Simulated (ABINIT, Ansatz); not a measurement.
An input for ABINIT 10.8.3 (Ba2H6Os (Fm-3m)):

```
acell 3*1.0 Angstrom
rprim 
  -0.000000000000 4.046207840000 4.046207840000
  4.046207840000 0.000000000000 4.046207840000
  4.046207840000 4.046207840000 0.000000000000
ntypat 3
znucl 56 1 76
natom 9
typat 1 1 2 2 2 2 2 2 3
xred 
  0.750000000000 0.750000000000 0.750000000000
  0.250000000000 0.250000000000 0.250000000000
  0.785917090000 0.785917090000 0.214082910000
  0.214082910000 0.785917090000 0.214082910000
  0.785917090000 0.214082910000 0.214082910000
  0.214082910000 0.214082910000 0.785917090000
  0.785917090000 0.214082910000 0.785917090000
  0.214082910000 0.785917090000 0.785917090000
  0.000000000000 0.000000000000 0.000000000000
pp_dirpath "pseudos"
pseudos "Ba.upf, H.upf, Os.upf"
ecut 33
ngkpt 4 4 4
nshiftk 1
shiftk 0 0 0
kptopt 1
chksymbreak 0
nband 29
occopt 1
tolvrs 1e-10
nstep 60
prtwf 0
optforces 0
optstress 0
indata_prefix "in"
outdata_prefix "out"
tmpdata_prefix "tmp"
```

```sh
OMP_NUM_THREADS=1 mpirun -n 4 abinit run.abi > log
```

Q: Estimate wall time and host memory on 4 MPI ranks of Intel Xeon 6975P-C (Granite Rapids), shared host.

It took 21 s; on shared hardware allow 10 s to 42 s. Peak host memory was 0.51 GiB.

[Paths, hosts, dates, memory and timing lines, banners, echoed tables and standing remarks are left out of the program output.]

[Logs are printed without paths, hosts, clocks, repeated set-up lines and the standing remarks that a program may print on its own settings, such as how far it seeks lower states.]

[Runs of the session that timed out or met a known fault of the program may be left out.]

[Hosts, paths, dates, database ids (printed as entryN), source tags and the programs' standing remarks are cut or masked in the printed files.]

[G0W0 gaps are taken among the corrected bands and points alone; a level outside them can change the order at an edge.]

[Where Ansatz stands beside ABINIT at settings called matched, ABINIT's density can come from a denser mesh and the files from another edition; pairs whose starting gaps differed by over 0.03 eV were left out, so agreement reads better than it is.]
